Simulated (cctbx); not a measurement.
**Resonant diffraction in V3In4Bi**

Space group Amm2 (no. 38), a = 4.3760 Å, b = 8.7590 Å, c = 12.2270 Å, α = 90.00°, β = 90.00°, γ = 90.00°.

| atom | mult. | x | y | z | Ueq (Å²) |
| --- | --- | --- | --- | --- | --- |
| Bi1 | 2 | 0 | 1/2 | 0.0051 | 0.0037 |
| In1 | 2 | 1/2 | 1/2 | 0.3783 | 0.0063 |
| In2 | 4 | 0 | 0.7628 | 0.1313 | 0.0058 |
| In3 | 2 | 1/2 | 1/2 | 0.8617 | 0.0080 |
| V1 | 4 | 1/2 | 0.7493 | 0.7509 | 0.0102 |
| V2 | 2 | 0 | 1/2 | 0.4957 | 0.0092 |

The model was made for the exercise: a known structure type with other elements put in, its volume estimated, not relaxed; displacement parameters are assumed.

Calculated with cctbx: free-atom f′ and f″ from the Sasaki tables, no fine structure; amplitudes in electrons.

How do |F(hkl)| and |F(−h−k−l)| change across the V K edge?

```text
E (eV)    f'(V)   f''           |F|1 2 2        |F|0 1 1        |F|1 0 0        |F|0 2 4
   4865   -2.07   0.55      127.0/ 127.3     98.3/ 100.0    112.3/ 112.3    118.7/ 114.9
   5215   -2.88   0.49      129.2/ 129.5    100.0/ 101.6    114.2/ 114.2    120.6/ 117.0
   5345   -3.61   0.47      130.7/ 130.9    101.4/ 102.9    115.6/ 115.6    121.9/ 118.5
   5405   -4.34   0.46      132.2/ 132.4    102.8/ 104.3    117.1/ 117.1    123.2/ 120.0
   5435   -5.06   0.45      133.5/ 133.7    104.2/ 105.6    118.4/ 118.4    124.3/ 121.4
   5450   -5.80   0.45      134.9/ 135.1    105.7/ 107.0    119.9/ 119.9    125.5/ 122.9
   5457   -6.47   0.45      136.2/ 136.4    107.0/ 108.2    121.1/ 121.1    126.6/ 124.2
   5461   -7.19   0.45      137.6/ 137.7    108.4/ 109.6    122.5/ 122.5    127.8/ 125.6
   5469   -7.43   3.99      136.5/ 136.4    108.0/ 107.8    121.4/ 121.4    124.5/ 126.6
   5473   -6.57   3.99      134.9/ 134.8    106.3/ 106.2    119.7/ 119.7    123.1/ 124.9
   5480   -5.82   3.98      133.5/ 133.4    104.8/ 104.7    118.3/ 118.3    121.9/ 123.4
   5495   -5.00   3.95      131.9/ 131.8    103.2/ 103.2    116.7/ 116.7    120.5/ 121.8
   5525   -4.19   3.91      130.4/ 130.4    101.6/ 101.7    115.2/ 115.2    119.2/ 120.3
   5615   -3.06   3.79      128.4/ 128.4     99.4/  99.6    113.1/ 113.1    117.5/ 118.2
   5865   -1.91   3.52      126.4/ 126.4     97.1/  97.5    111.0/ 111.0    115.9/ 116.0
```

The edge is at 5465 eV. f′ of V falls from -3.6 e at 5345 eV to -7.2 e at 4 eV below it, and f″ steps from 0.45 to 3.99 e across it. Over that approach |F| changes by +5 % (1 2 2), +7 % (0 1 1), +6 % (1 0 0) and +5 % (0 2 4): a reflection falls where V scatters in phase with the total and rises where it scatters against it; it hardly moves where the V term is small or cancels by symmetry or lies in quadrature to the total. The f″ term interferes with the normal scattering with opposite sign for the two Friedel mates. The largest Friedel difference in the scan is 3.3 % of the mean (0 2 4, at 4865 eV).

[Logs are printed without paths, hosts, clocks, repeated set-up lines and the standing remarks that a program may print on its own settings, such as how far it seeks lower states.]
